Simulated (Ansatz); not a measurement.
## LaYO2F2 (P4mm): refractive index against wavelength

The refractive index of LaYO2F2 (P4mm) along x below the direct gap (4.77 eV on the mesh) is read from one computed spectrum, n = √(Re ε). x, y and z are the Cartesian axes of the input cell.

Cell: a, b, c = 3.973, 3.973, 5.708 Å (primitive vectors), 6 atoms.

Method: Ansatz 0.2.0, PBE, independent particles, k-mesh 6×6×6 with interpolation inside its cells, Gaussian parameter 0.1 eV.

Launch of the response step: `ansatz run input.yaml --threads 2 --pin off --max-ram 5120MiB --backend cpu --events-out ev --progress --plain --runs-dir out`. The run took 29 s, on 2 threads of AMD EPYC 9R45 96-Core Processor (Zen 5), on a shared host.

```
wavelength (nm)  photon energy E (eV)       n
            850                 1.459  1.9637
            700                 1.771  1.9739
            633                 1.959  1.9812
            532                 2.331  1.9987
            450                 2.755  2.0243
            405                 3.061       ?
            365                 3.397  2.0791
```

In the single-oscillator model n² − 1 = E₀E_d/(E₀² − E²), so 1/(n² − 1) = E₀/E_d − E²/(E₀E_d) is linear in E².

Working, on the rows shown:

| x = E² (eV²) | y = 1/(n² − 1) |
| --- | --- |
| 2.12762 | 0.350126 |
| 3.13716 | 0.34527 |
| 3.83641 | 0.341862 |
| 5.43137 | 0.333912 |
| 7.59115 | 0.322811 |
| 11.5384 | 0.300964 |

Means: x̄ = 5.6104, ȳ = 0.33249. Σ(x − x̄)(y − ȳ) = -0.316, Σ(x − x̄)² = 60.49. Slope = -0.316 / 60.49 = -0.005223; intercept = ȳ − slope · x̄ = 0.3618. Turned back into n, the line misses the rows shown by at most 0.0016.

Question: Predict the last column of the withheld row from the fit.

Answer: At x = 9.3718 the line gives y = 0.31284, that is 2.0485. The run gave 2.0476, so the interpolation is off by 0.00093, 0.8 % of the range in the table.

Refitted with all rows, the slope is -0.005207 and the intercept 0.36175. These give E₀ = √(intercept/−slope) = 8.34 eV and E_d = E₀/intercept = 23.0 eV; E₀ is 1.7 times the direct gap. The electronic limit at long wavelengths, without lattice vibrations, is n = √(1 + 1/intercept) = 1.940. The structure is a model and need not exist. Excitons are left out and so are local fields; PBE gaps are as a rule too small. Spin-orbit coupling is left out.

[Logs are printed without paths, hosts, clocks, repeated set-up lines and the standing remarks that a program may print on its own settings, such as how far it seeks lower states.]
